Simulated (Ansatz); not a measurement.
## AlN (P6_3mc): modes against biaxial strain in the (0001) plane, that of a and b

Wanted: the shifts of the zone-centre modes of AlN (P6_3mc) with strain.

Calculated with Ansatz 0.2.0; DFT LDA, scalar-relativistic, plane waves, PAW; PAW set soft_1.

The database entry behind the starting cell differs from later determinations by our own check (inner coordinate u about 0.002 short), so it need not match the best structure at ambient conditions.

## 1. The starting structure

It takes space group P6_3mc (No. 186, hexagonal). The conventional cell has a = 3.113 Å, b = 3.113 Å, c = 4.981 Å, α = 90.00°, β = 90.00°, γ = 120.00°. Nearest to N lie 4 Al at 1.89 Å. Nearest to Al lie 4 N at 1.89 Å. Farther neighbours and most contacts between anions are not listed.

## 2. Relaxation

The cell and atoms are relaxed, since residual forces and stress would shift the frequencies.

input.yaml

```yaml
crystal:
  lattice:
    - [3.113, 0.0, 0.0]
    - [-1.5565, 2.695937082, 0.0]
    - [0.0, 0.0, 4.981]
  atoms:
    - { symbol: "N", position: [0.33333333, 0.66666667, 0.38] }
    - { symbol: "N", position: [0.66666667, 0.33333333, 0.88] }
    - { symbol: Al, position: [0.33333333, 0.66666667, 0.0] }
    - { symbol: Al, position: [0.66666667, 0.33333333, 0.5] }
kpoints:
  mp_grid: { grid: [9, 9, 6] }
hamiltonian:
  xc: lda
  pseudopotentials: { kind: paw, azcp: { folder: soft_1 }, xc_functional: pbe }
scf:
  occupations: { method: gaussian, width: 0.02 }
output:
  forces: true
  stress: true
  eigenvalues: true
relax:
  adjacent_minimum: "off"
  f_tol: 0.005
  max_steps: 80
  cell: { stress_tol: 0.05 }
```

Launch:

```sh
ansatz run input.yaml --threads 8 --pin off --max-ram 16384MiB --backend cpu --events-out ev --progress --plain --runs-dir out
```

Numbers of over 12 decimals in the logs are rounded to 6 here.

What it wrote:

```text
Engine: ansatz 0.2.0, aarch64-unknown-linux-gnu
Pseudopotentials: kind: paw
Pseudopotential: N, paw, valence charge 5, recommended cutoff 420 eV (normal), soft_1/N.paw.azcp
Pseudopotential: Al, paw, valence charge 3, recommended cutoff 420 eV (normal), soft_1/Al.paw.azcp
Functional definition: SPW92
  exchange = slater_x
  correlation = pw_c
Crystal: 4 atoms, lattice volume = 41.803 Å³
Basis set: ecut = 420 eV, 809 PW (Γ)
Bands: 12, of which v1, the nominal top of the filled ones, is band 8 counted from 1 (7 counted from 0)
Symmetry: 12 space group operations
Space group: P63mc (ITA 186), of the structure as read, at distance tolerance 3.5e-5 Å
k-points: 48 of 486 (time reversal used)
Non-local potential: N, projectors of the file, l = 0: 2, l = 1: 2, l = 2: 1
Non-local potential: Al, projectors of the file, l = 0: 2, l = 1: 2, l = 2: 1
PAW form: soft (Blöchl's): semilocal exchange-correlation on the pseudo side does not see the compensation charge
PAW frozen core: N, regenerated for the run's functional, and the local potential with it (the file was generated under x = pbe(κ = 0.804, μ = 0.219515), c = pbe(β = 0.066725))
PAW frozen core: Al, regenerated for the run's functional, and the local potential with it (the file was generated under x = pbe(κ = 0.804, μ = 0.219515), c = pbe(β = 0.066725))
PAW one-centre angular grid: N, 110 points (default); XC on 64 Gauss nodes
PAW one-centre angular grid: Al, 110 points (default); XC on 64 Gauss nodes
Initial density: superposition of atomic densities (chi_scale 0.1, normalization cell, long waves kept (reshape's long-wave potential 0.00 eV rms))
Initial wavefunctions: pseudopotential atomic-orbital guess
Functional: x = slater, c = lda
SCF iter   1: F=—  HF=-1782.649357 eV  |F-HF|=—  |Δ(HF+E_count)|=         —  Δρ=1.33e-1  dr2=9.09e0  ethr=3.10e-3  ⟨swp⟩=5.8  Hψ=3644  notcnv=0
preconditioner: auto → none  [insulator: Δε(μ)=5.617 eV  Ē_g=14.157 eV  σ=0.020 eV  W_gap=1.00  n_scr=2 (ndim 8)  ℏωp=23.0 eV  f_vac=0.000  D(μ)=0.00/eV (n_scr^D=0)  ε∞_Penn≈3.6]
SCF iter   2: F=—  HF=-1779.833709 eV  |F-HF|=—  |Δ(HF+E_count)|=    2.82e0  Δρ=3.44e-2  dr2=3.38e-1  ethr=3.10e-3  ⟨swp⟩=2.9  Hψ=1689  notcnv=0
SCF iter   3: F=—  HF=-1779.712677 eV  |F-HF|=—  |Δ(HF+E_count)|=   1.21e-1  Δρ=1.28e-2  dr2=4.01e-2  ethr=2.11e-3  ⟨swp⟩=1.0  Hψ=664  notcnv=0
SCF iter   4: F=—  HF=-1779.697165 eV  |F-HF|=—  |Δ(HF+E_count)|=   1.55e-2  Δρ=4.61e-4  dr2=6.44e-5  ethr=2.50e-4  ⟨swp⟩=2.0  Hψ=766  notcnv=0
SCF iter   5: F=—  HF=-1779.697165 eV  |F-HF|=—  |Δ(HF+E_count)|=   7.71e-7  Δρ=4.39e-5  dr2=5.30e-7  ethr=4.02e-7  ⟨swp⟩=2.0  Hψ=914  notcnv=0
SCF iter   6: F=-1779.697165 eV  HF=-1779.697165 eV  |F-HF|=5.41e-10  |Δ(HF+E_count)|=   7.85e-8  Δρ=6.53e-6  dr2=5.24e-9  ethr=6.25e-10  ⟨swp⟩=5.1  Hψ=3021  notcnv=0
SCF 1 converged in 6 iterations: F = -1779.697165 eV  dr2 = 5.24e-9
  greatest PAW one-centre occupation: 0.781 electrons in one spin orbital (limit 2), on the N atom at site 1 (counted from 0), in its partial waves of l = 0
relax step   1: F+E_penalty+E_count = -1779.69716464 eV  Δ(F+E_penalty+E_count) = +0.000e0 eV  max|allowed force component| = 1.169e-1 eV/Å  Δτ_max = 0.0000 Å  P = -4.674 GPa  Ω = 41.803 Å³  (6 SCF iters, dr2 threshold 1.00e-7 eV, accepted)
Crystal: 4 atoms, lattice volume = 41.320 Å³
Basis set: ecut = 420 eV, 785 PW (Γ)
Initial density: handed on by an earlier stage of this run
Initial wavefunctions: those handed on with the density
iter 1 solved again at ethr=2.20e-5 eV; its pass at ethr=3.10e-3 eV (dr2=3.52e-3 eV) is discarded
SCF iter   1: F=—  HF=-1779.710610 eV  |F-HF|=—  |Δ(HF+E_count)|=         —  Δρ=2.76e-3  dr2=3.57e-3  ethr=2.20e-5  ⟨swp⟩=1.0  Hψ=3606  notcnv=0
preconditioner: auto → none  [insulator: Δε(μ)=4.356 eV  Ē_g=13.072 eV  σ=0.020 eV  W_gap=1.00  n_scr=2 (ndim 8)  ℏωp=23.1 eV  f_vac=0.000  D(μ)=0.00/eV (n_scr^D=0)  ε∞_Penn≈4.1]
SCF iter   2: F=—  HF=-1779.709508 eV  |F-HF|=—  |Δ(HF+E_count)|=   1.10e-3  Δρ=4.46e-4  dr2=8.15e-5  ethr=2.20e-5  ⟨swp⟩=2.1  Hψ=1034  notcnv=0
SCF iter   3: F=—  HF=-1779.709470 eV  |F-HF|=—  |Δ(HF+E_count)|=   3.74e-5  Δρ=1.65e-4  dr2=7.77e-6  ethr=5.10e-7  ⟨swp⟩=1.9  Hψ=847  notcnv=0
iter 4 did not close the SCF: its close was put off for the readings that it lacked (scf_convergence_deferred on its scf_iter line)
SCF iter   4: F=-1779.709466 eV  HF=-1779.709466 eV  |F-HF|=7.11e-9  |Δ(HF+E_count)|=   4.54e-6  Δρ=9.27e-6  dr2=2.04e-8  ethr=4.86e-8  ⟨swp⟩=2.0  Hψ=868  notcnv=0
iter 5 did not close the SCF: its close was put off for the readings that it lacked (scf_convergence_deferred on its scf_iter line)
SCF iter   5: F=-1779.709466 eV  HF=-1779.709466 eV  |F-HF|=1.11e-10  |Δ(HF+E_count)|=   2.39e-9  Δρ=1.34e-6  dr2=4.18e-10  ethr=1.27e-10  ⟨swp⟩=2.6  Hψ=977  notcnv=0
SCF iter   6: F=-1779.709466 eV  HF=-1779.709466 eV  |F-HF|=6.82e-13  |Δ(HF+E_count)|=  4.18e-11  Δρ=1.42e-7  dr2=4.09e-12  ethr=2.61e-12  ⟨swp⟩=1.0  Hψ=1759  notcnv=0
the search or the solves at the SCF's close seem to have found levels that the self-consistency loop had missed (the run counts 1). By its estimate they hold under 1e-12 electrons; where the run keeps them, the occupations were computed again with them
SCF 2 converged in 6 iterations: F = -1779.709466 eV  dr2 = 4.09e-12
  greatest PAW one-centre occupation: 0.782 electrons in one spin orbital (limit 2), on the N atom at site 1 (counted from 0), in its partial waves of l = 0
relax step   2: F+E_penalty+E_count = -1779.70946563 eV  Δ(F+E_penalty+E_count) = -1.230e-2 eV  max|allowed force component| = 9.115e-2 eV/Å  Δτ_max = 0.0011 Å  P = -2.340 GPa  Ω = 41.320 Å³  energy of the carried Pulay correction = +1.123e-3 eV  (6 SCF iters, dr2 threshold 4.00e-7 eV, accepted)
Crystal: 4 atoms, lattice volume = 40.834 Å³
iter 1 solved again at ethr=2.35e-5 eV; its pass at ethr=3.10e-3 eV (dr2=3.76e-3 eV) is discarded
SCF iter   1: F=—  HF=-1779.715848 eV  |F-HF|=—  |Δ(HF+E_count)|=         —  Δρ=2.89e-3  dr2=3.82e-3  ethr=2.35e-5  ⟨swp⟩=1.0  Hψ=3633  notcnv=0
preconditioner: auto → none  [insulator: Δε(μ)=4.449 eV  Ē_g=13.165 eV  σ=0.020 eV  W_gap=1.00  n_scr=2 (ndim 8)  ℏωp=23.2 eV  f_vac=0.000  D(μ)=0.00/eV (n_scr^D=0)  ε∞_Penn≈4.1]
SCF iter   2: F=—  HF=-1779.714652 eV  |F-HF|=—  |Δ(HF+E_count)|=   1.20e-3  Δρ=4.87e-4  dr2=9.24e-5  ethr=2.35e-5  ⟨swp⟩=2.1  Hψ=1033  notcnv=0
SCF iter   3: F=—  HF=-1779.714611 eV  |F-HF|=—  |Δ(HF+E_count)|=   4.17e-5  Δρ=1.75e-4  dr2=8.30e-6  ethr=5.77e-7  ⟨swp⟩=2.0  Hψ=878  notcnv=0
iter 4 did not close the SCF: its close was put off for the readings that it lacked (scf_convergence_deferred on its scf_iter line)
SCF iter   4: F=-1779.714606 eV  HF=-1779.714606 eV  |F-HF|=1.21e-8  |Δ(HF+E_count)|=   4.79e-6  Δρ=1.16e-5  dr2=3.00e-8  ethr=5.19e-8  ⟨swp⟩=2.0  Hψ=863  notcnv=0
iter 5 did not close the SCF: its close was put off for the readings that it lacked (scf_convergence_deferred on its scf_iter line)
SCF iter   5: F=-1779.714606 eV  HF=-1779.714606 eV  |F-HF|=1.10e-10  |Δ(HF+E_count)|=   5.06e-9  Δρ=2.09e-6  dr2=9.14e-10  ethr=1.87e-10  ⟨swp⟩=2.4  Hψ=969  notcnv=0
SCF iter   6: F=-1779.714606 eV  HF=-1779.714606 eV  |F-HF|=4.55e-13  |Δ(HF+E_count)|=  2.14e-11  Δρ=1.36e-7  dr2=4.27e-12  ethr=5.71e-12  ⟨swp⟩=1.0  Hψ=1658  notcnv=0
SCF 3 converged in 6 iterations: F = -1779.714606 eV  dr2 = 4.27e-12
  greatest PAW one-centre occupation: 0.783 electrons in one spin orbital (limit 2), on the N atom at site 1 (counted from 0), in its partial waves of l = 0
relax step   3: F+E_penalty+E_count = -1779.71460584 eV  Δ(F+E_penalty+E_count) = -5.140e-3 eV  max|allowed force component| = 3.032e-2 eV/Å  Δτ_max = 0.0023 Å  P = +0.136 GPa  Ω = 40.834 Å³  energy of the carried Pulay correction = +2.266e-3 eV  (6 SCF iters, dr2 threshold 4.00e-7 eV, accepted)
[...]
relax step   4: F+E_penalty+E_count = -1779.71464585 eV  Δ(F+E_penalty+E_count) = -4.002e-5 eV  max|allowed force component| = 1.780e-3 eV/Å  Δτ_max = 0.0018 Å  P = +0.018 GPa  Ω = 40.851 Å³  energy of the carried Pulay correction = +2.226e-3 eV  (6 SCF iters, dr2 threshold 9.99e-8 eV, accepted)
[...]
relax step   5: F+E_penalty+E_count = -1779.71464732 eV  Δ(F+E_penalty+E_count) = -1.472e-6 eV  max|allowed force component| = 4.264e-4 eV/Å  Δτ_max = 0.0003 Å  P = -0.002 GPa  Ω = 40.856 Å³  energy of the carried Pulay correction = +2.212e-3 eV  (6 SCF iters, dr2 threshold 7.55e-8 eV, accepted)
[...]
relax step   6: F+E_penalty+E_count = -1779.71273323 eV  Δ(F+E_penalty+E_count) = +1.914e-3 eV  max|allowed force component| = 3.763e-4 eV/Å  Δτ_max = 0.0000 Å  P = -0.096 GPa  Ω = 40.856 Å³  stress off target by 1.04e-1 GPa  SCF on the basis re-selected at this cell (its energy is not comparable with the rows above)  (6 SCF iters)
[...]
relax step   7: F+E_penalty+E_count = -1779.71278119 eV  Δ(F+E_penalty+E_count) = -4.797e-5 eV  max|allowed force component| = 5.485e-6 eV/Å  Δτ_max = 0.0000 Å  P = -0.001 GPa  Ω = 40.838 Å³  energy of the carried Pulay correction = +4.239e-5 eV  (6 SCF iters, dr2 threshold 2.69e-8 eV, accepted)
iter 1 solved again at ethr=1.01e-8 eV; its pass at ethr=3.10e-3 eV (dr2=1.62e-6 eV) is discarded
SCF iter   1: F=—  HF=-1779.712745 eV  |F-HF|=—  |Δ(HF+E_count)|=         —  Δρ=3.43e-6  dr2=5.59e-10  ethr=1.01e-8  ⟨swp⟩=3.0  Hψ=5557  notcnv=0
preconditioner: auto → none  [insulator: Δε(μ)=4.416 eV  Ē_g=13.144 eV  σ=0.020 eV  W_gap=1.00  n_scr=2 (ndim 8)  ℏωp=23.2 eV  f_vac=0.000  D(μ)=0.00/eV (n_scr^D=0)  ε∞_Penn≈4.1]
SCF iter   2: F=—  HF=-1779.712745 eV  |F-HF|=—  |Δ(HF+E_count)|=  1.76e-10  Δρ=1.67e-6  dr2=1.23e-10  ethr=3.49e-12  ⟨swp⟩=2.3  Hψ=945  notcnv=0
iter 3 did not close the SCF: its close was put off for the readings that it lacked (scf_convergence_deferred on its scf_iter line)
SCF iter   3: F=-1779.712745 eV  HF=-1779.712745 eV  |F-HF|=2.96e-12  |Δ(HF+E_count)|=  1.76e-10  Δρ=2.59e-7  dr2=8.78e-12  ethr=1.00e-12  ⟨swp⟩=1.5  Hψ=696  notcnv=0
iter 4 did not close the SCF: its close was put off for the readings that it lacked (scf_convergence_deferred on its scf_iter line)
SCF iter   4: F=-1779.712745 eV  HF=-1779.712745 eV  |F-HF|=2.27e-13  |Δ(HF+E_count)|=  1.36e-12  Δρ=2.66e-8  dr2=1.39e-13  ethr=1.00e-12  ⟨swp⟩=1.0  Hψ=576  notcnv=0
iter 5 did not close the SCF: its close was put off for the readings that it lacked (scf_convergence_deferred on its scf_iter line)
SCF iter   5: F=-1779.712745 eV  HF=-1779.712745 eV  |F-HF|=2.27e-13  |Δ(HF+E_count)|=  2.27e-13  Δρ=5.33e-9  dr2=1.17e-14  ethr=1.00e-12  ⟨swp⟩=1.0  Hψ=576  notcnv=0
iter 6 did not close the SCF: its close was put off for the readings that it lacked (scf_convergence_deferred on its scf_iter line)
SCF iter   6: F=-1779.712745 eV  HF=-1779.712745 eV  |F-HF|=2.27e-13  |Δ(HF+E_count)|=    0.00e0  Δρ=1.99e-9  dr2=1.62e-15  ethr=1.00e-12  ⟨swp⟩=1.0  Hψ=576  notcnv=0
SCF iter   7: F=-1779.712745 eV  HF=-1779.712745 eV  |F-HF|=2.27e-13  |Δ(HF+E_count)|=  2.27e-13  Δρ=1.27e-10  dr2=5.37e-18  ethr=1.00e-12  ⟨swp⟩=1.0  Hψ=1344  notcnv=0
SCF 8 converged in 7 iterations: F = -1779.712745 eV  dr2 = 5.37e-18
relax step   8: F+E_penalty+E_count = -1779.71274497 eV  Δ(F+E_penalty+E_count) = +3.622e-5 eV  max|allowed force component| = 2.565e-5 eV/Å  Δτ_max = 0.0000 Å  P = -0.002 GPa  Ω = 40.838 Å³  stress off target by 3.35e-3 GPa  SCF on the basis re-selected at this cell (its energy is not comparable with the rows above)  (7 SCF iters)
basis re-selected at this cell: Δ(F+E_penalty+E_count) = +3.622e-5 eV, ΔP = -0.001 GPa vs the last step (what re-selecting the basis moved, of the pressure what is left beyond the Pulay correction that the steps carried, after the strain that the cell walked since its last selection, with what the two solves' SCF thresholds leave and, on support functions, any second-order correction that the steps lacked; it is no m [...]
SCF converged after 7 iterations
Free energy (F): -1779.712745 eV
Harris-Foulkes:  -1779.712745 eV  (|F-HF|=2.27e-13)
Internal energy: -1779.712745 eV  (E = F + TS)
E sigma→0 (E₀):  -1779.712745 eV
Fermi energy:    9.303162 eV
--- Per-component energies (eV) ---
  E_band       = 29.386843
  E_kinetic    = 313.985346
  E_local      = -417.738019  (includes V_loc(G=0)·N_el)
  E_nonlocal   = 93.398245
  E_hartree    = 152.386880
  E_xc         = -196.400463
  E_vxc        = -213.861940  (∫ρ·V_xc dr)
  E_paw        = -1129.325579  (= ΣΔE_a)
  E_vpaw       = -51.172189  (= ΣTr[D̂ρ^β])
  E_aug_tail   = 0.001642  (compensation charges beyond the density's cutoff)
  E_ewald      = -596.292316
  E_core_change = 0.271521  (= ΣΔE_core)
  E_smearing   = -0.000000  (= −TS)
  E_closure    = -0.000000  (closes the sum)
  Σ components = -1779.712745   (vs F -1779.712745, Δ=0.00e0)
--- Forces (eV/Å), atoms counted from 1 ---
  atom   1  N      0.00000000     0.00000000    -0.00002148
  atom   2  N     -0.00000000    -0.00000000    -0.00002148
  atom   3  Al     0.00000000    -0.00000000     0.00002982
  atom   4  Al     0.00000000     0.00000000     0.00002982
  max |Σ_I F_I| component: 1.67e-5 eV/Å
--- Stress (GPa, compression-positive) ---
       -0.001965       0.000000      -0.000000
        0.000000      -0.001965       0.000000
       -0.000000       0.000000      -0.003345
  P = ⅓ Tr σ = -0.0024 GPa (-0.024 kbar)
--- Band table (eV; the first three rows and the last of 48) ---
  k-point 0: bands = [... 4 lower, 6.2090, 6.8672, 6.8672, 7.0953, 11.5111, 13.8318, 17.7538, 18.2026]
  k-point 1: bands = [... 4 lower, 6.2507, 6.4977, 6.8205, 6.8205, 11.9883, 13.9061, 17.5741, 18.1707]
  k-point 2: bands = [... 4 lower, 6.3658, 6.3658, 6.6950, 6.6950, 12.9180, 13.9913, 17.2792, 18.2228]
  k-point 47: bands = [... 4 lower, 3.1126, 3.1126, 6.2892, 6.2892, 14.4551, 14.4551, 14.9279, 14.9279]
--- Relaxed structure (6 steps of the walk, 6 accepted, 2 SCFs on fresh bases) ---
  F+E_penalty+E_count = -1779.71274497 eV   max|allowed force component| = 2.565e-5 eV/Å   (the final SCF, on the basis selected at the relaxed cell)
  cell:  # Å, volume = 40.8382 Å³
    - [3.088622, 9.021499370337127e-19, 0]
    - [-1.544311, 2.674826, 0]
    - [0, 0, 4.943175]
  atoms:
    - { symbol: N, position: [0.333333, 0.666667, 0.380990] }
    - { symbol: N, position: [0.666667, 0.333333, 0.880990] }
    - { symbol: Al, position: [0.333333, 0.666667, -0.000990245] }
    - { symbol: Al, position: [0.666667, 0.333333, 0.499010] }
```

Run time: 4 s. Hardware: 8 threads of Arm Neoverse V1, shared host; peak memory 0.37 GiB.

Relaxation path:

```
step  energy less that of the first step (eV)  largest force component (eV/Å)  pressure (GPa)  volume (Å³)
   1                                   0.0000                          0.1169           -4.67        41.80
   2                                  -0.0123                          0.0912           -2.34        41.32
   3                                  -0.0174                          0.0303            0.14        40.83
   4                                  -0.0175                          0.0018            0.02        40.85
   5                                  -0.0175                          0.0004            0.00        40.86
  6*                                  -0.0156                          0.0004           -0.10        40.86
   7                                  -0.0156                          0.0000            0.00        40.84
  8*                                  -0.0156                          0.0000            0.00        40.84
```

Relaxation steps marked * repeat the geometry before them on a plane-wave basis chosen anew for their cell, so energy and pressure can jump there.

The run keeps the 12 symmetry operations that it works with, so distortions that break them were not tested.

```
conventional cell, symmetrised  before  after  change
                         a (Å)   3.113  3.089  -0.8 %
                         b (Å)   3.113  3.089  -0.8 %
                         c (Å)   4.981  4.943  -0.8 %
              volume (Å³/atom)   10.45  10.21  -2.3 %
```

Final coordinates:

```
N Al
1.0
     3.08862    0.00000    0.00000
    -1.54431    2.67483    0.00000
     0.00000    0.00000    4.94318
N Al
2 2
Direct
  0.33333 0.66667 0.38099
  0.66667 0.33333 0.88099
  0.33333 0.66667 0.99901
  0.66667 0.33333 0.49901
```

This step gave:

* pressure: -0.002425 GPa
* gap on the k-mesh: 4.416 eV
* volume per atom: 10.21 Å³

In this step the volume went from 10.45 to 10.21 Å³/atom.

## 3. Tight relaxation

Phonons need small forces and stress, so the relaxation is finished with tight tolerances on 9×9×6 k points.

input.yaml, the sections that differ from step 2:

```yaml
crystal:
  lattice:
    - [3.0886224673, 0.0, 0.0]
    - [-1.5443112336, 2.6748255194, 0.0]
    - [0.0, 0.0, 4.9431753238]
  atoms:
    - { symbol: "N", position: [0.3333333333, 0.6666666667, 0.3809902453] }
    - { symbol: "N", position: [0.6666666667, 0.3333333333, 0.8809902453] }
    - { symbol: Al, position: [0.3333333333, 0.6666666667, -0.0009902453] }
    - { symbol: Al, position: [0.6666666667, 0.3333333333, 0.4990097547] }
scf:
  occupations: { method: fixed }
relax:
  adjacent_minimum: "off"
  f_tol: 0.001
  max_steps: 60
  cell: { stress_tol: 0.01 }
# kpoints, hamiltonian, output: as in step 2
```

What it wrote:

```text
[...]
Crystal: 4 atoms, lattice volume = 40.838 Å³
Basis set: ecut = 420 eV, 785 PW (Γ)
Bands: 12, of which v1, the nominal top of the filled ones, is band 8 counted from 1 (7 counted from 0)
Symmetry: 12 space group operations
[...]
k-points: 48 of 486 (time reversal used)
[...]
cell:  # Å, volume = 40.8382 Å³
    - [3.088622, -2.8867515549699787e-11, 0.0]
    - [-1.544311, 2.674826, 0.0]
    - [0.0, 0.0, 4.9431753238]
  atoms:
    - { symbol: N, position: [0.333333, 0.666667, 0.3809902453] }
    - { symbol: N, position: [0.666667, 0.333333, 0.8809902453] }
    - { symbol: Al, position: [0.333333, 0.666667, -0.000990245] }
    - { symbol: Al, position: [0.666667, 0.333333, 0.499010] }
[key lines of the parts left out:]
SCF converged after 5 iterations
Free energy (F): -1779.712745 eV
Fermi energy:    7.095270 eV
P = ⅓ Tr σ = -0.0024 GPa (-0.024 kbar)
```

Wall time 1.1 s (8 threads); peak memory 0.35 GiB; 7.2 s of CPU time.

Little changed from the start: no atom moved by 0.005 Å and no cell edge by 0.1 %.

This step gave:

* pressure: -0.002424 GPa

The largest force component left is 0.030 meV/Å and the pressure is -0.002 GPa, within the tolerances set. The cell now holds 10.21 Å³/atom.

[end of part 1 of 4]

[Logs are printed without paths, hosts, clocks, repeated set-up lines and the standing remarks that a program may print on its own settings, such as how far it seeks lower states.]

[Hosts, paths, dates, database ids (printed as entryN), source tags and the programs' standing remarks are cut or masked in the printed files.]
